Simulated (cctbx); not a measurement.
**A disordered crystal of nominal Fe12Bi**

Cell a = 8.2550 Å, b = 8.2550 Å, c = 4.7360 Å, α = 90.00°, β = 90.00°, γ = 90.00°; space group I4/mmm (no. 139); nominal formula Fe12Bi.

The data are simulated with cctbx, not measured: Cu Kα, λ = 1.54184 Å, to d = 0.8 Å, 80 % of the full sphere, strongest reflection 20000 counts, noise from counting, a 4 % proportional error and a noise floor of 2 counts (s.d.); no absorption.

With every site full:

```text
Rint 0.034, 116 unique reflections to 0.80 A
cycle     R1     wR2    GooF  max shift (A)
   1  0.0982  0.2395  13.077   0.00092
   2  0.0164  0.0482   2.632   0.00000
final R1 0.0164 wR2 0.0482 GooF 2.632  parameters 14  data/parameter 8.3
atom        x        y        z      Ueq    occ   su(xyz)  su(Uiso or U11)
Bi1    0.00000  0.00000  0.00000   0.0062  1.000  0.00000  0.0003
Fe1    0.75000  0.75000  0.25000   0.0088  1.000  0.00000  0.0005
Fe2    0.00000  0.78249  0.50000   0.0076  1.000  0.00019  0.0008
Fe3    0.00000  0.65295  0.00000   0.0044  1.000  0.00016  0.0007
difference map: max 1.04 min -0.75 rms 0.26
Q1    0.0000  0.1712  0.5000    8    1.05  0.38 A from Fe2
Q2    0.0000  0.3642  0.0000    8    0.92  0.14 A from Fe3
Q3    0.2500  0.2500  0.2500    8    0.88  0.00 A from Fe1
Q4    0.0000  0.2730  0.5000    8    0.65  0.46 A from Fe2
Q5    0.0852  0.4148  0.2500   16    0.47  1.49 A from Fe3
Q6    0.1728  0.1728  0.0000    8    0.44  1.49 A from Fe1
```

With the occupancies of the suspect sites free, each still typed as its main element:

```text
Rint 0.034, 116 unique reflections to 0.80 A
cycle     R1     wR2    GooF  max shift (A)
   1  0.0457  0.1295   7.107   0.00080
   3  0.0088  0.0213   1.169   0.00002
final R1 0.0088 wR2 0.0213 GooF 1.168  parameters 15  data/parameter 7.7
atom        x        y        z      Ueq    occ   su(xyz)  su(Uiso or U11)
Bi1    0.00000  0.00000  0.00000   0.0058  0.942  0.00000  0.0001
Fe1    0.75000  0.75000  0.25000   0.0114  1.000  0.00000  0.0003
Fe2    0.00000  0.78260  0.50000   0.0104  1.000  0.00008  0.0004
Fe3    0.00000  0.65297  0.00000   0.0071  1.000  0.00007  0.0003
su of occupancy Bi1: 0.003
difference map: max 0.57 min -0.79 rms 0.12
Q1    0.1785  0.1785  0.0000    8    0.60  1.45 A from Fe1
Q2    0.0844  0.0844  0.2393   16    0.49  1.50 A from Bi1
Q3    0.0856  0.4144  0.2500   16    0.43  1.49 A from Fe3
Q4    0.0000  0.1609  0.3577   16    0.42  0.82 A from Fe2
Q5    0.1259  0.2234  0.2400   32    0.33  1.05 A from Fe1
Q6    0.0000  0.0000  0.1464    4    0.26  0.69 A from Bi1
```

**Question.** What is the disorder?

X-rays count electrons. Bi1 refines to 0.942(0.003), or 78.2 electrons; the site truly holds 0.94 Bi, 78.0 electrons, which is 0.940 of Bi. A value under 1 can't tell vacancies from a lighter guest, and one over 1 needs a heavier guest; chemistry or a second radiation must settle which. Occupancy correlates with U and the scale, so the match is approximate.

Freeing them takes R1 from 0.0164 to 0.0088 and GooF from 2.63 to 1.17.

The model is made up (kin elements in a known structure type, no relaxation), so it says nothing on whether the phase exists.

[Middle refinement cycles are left out of these outputs.]

[Logs are printed without paths, hosts, clocks, repeated set-up lines and the standing remarks that a program may print on its own settings, such as how far it seeks lower states.]
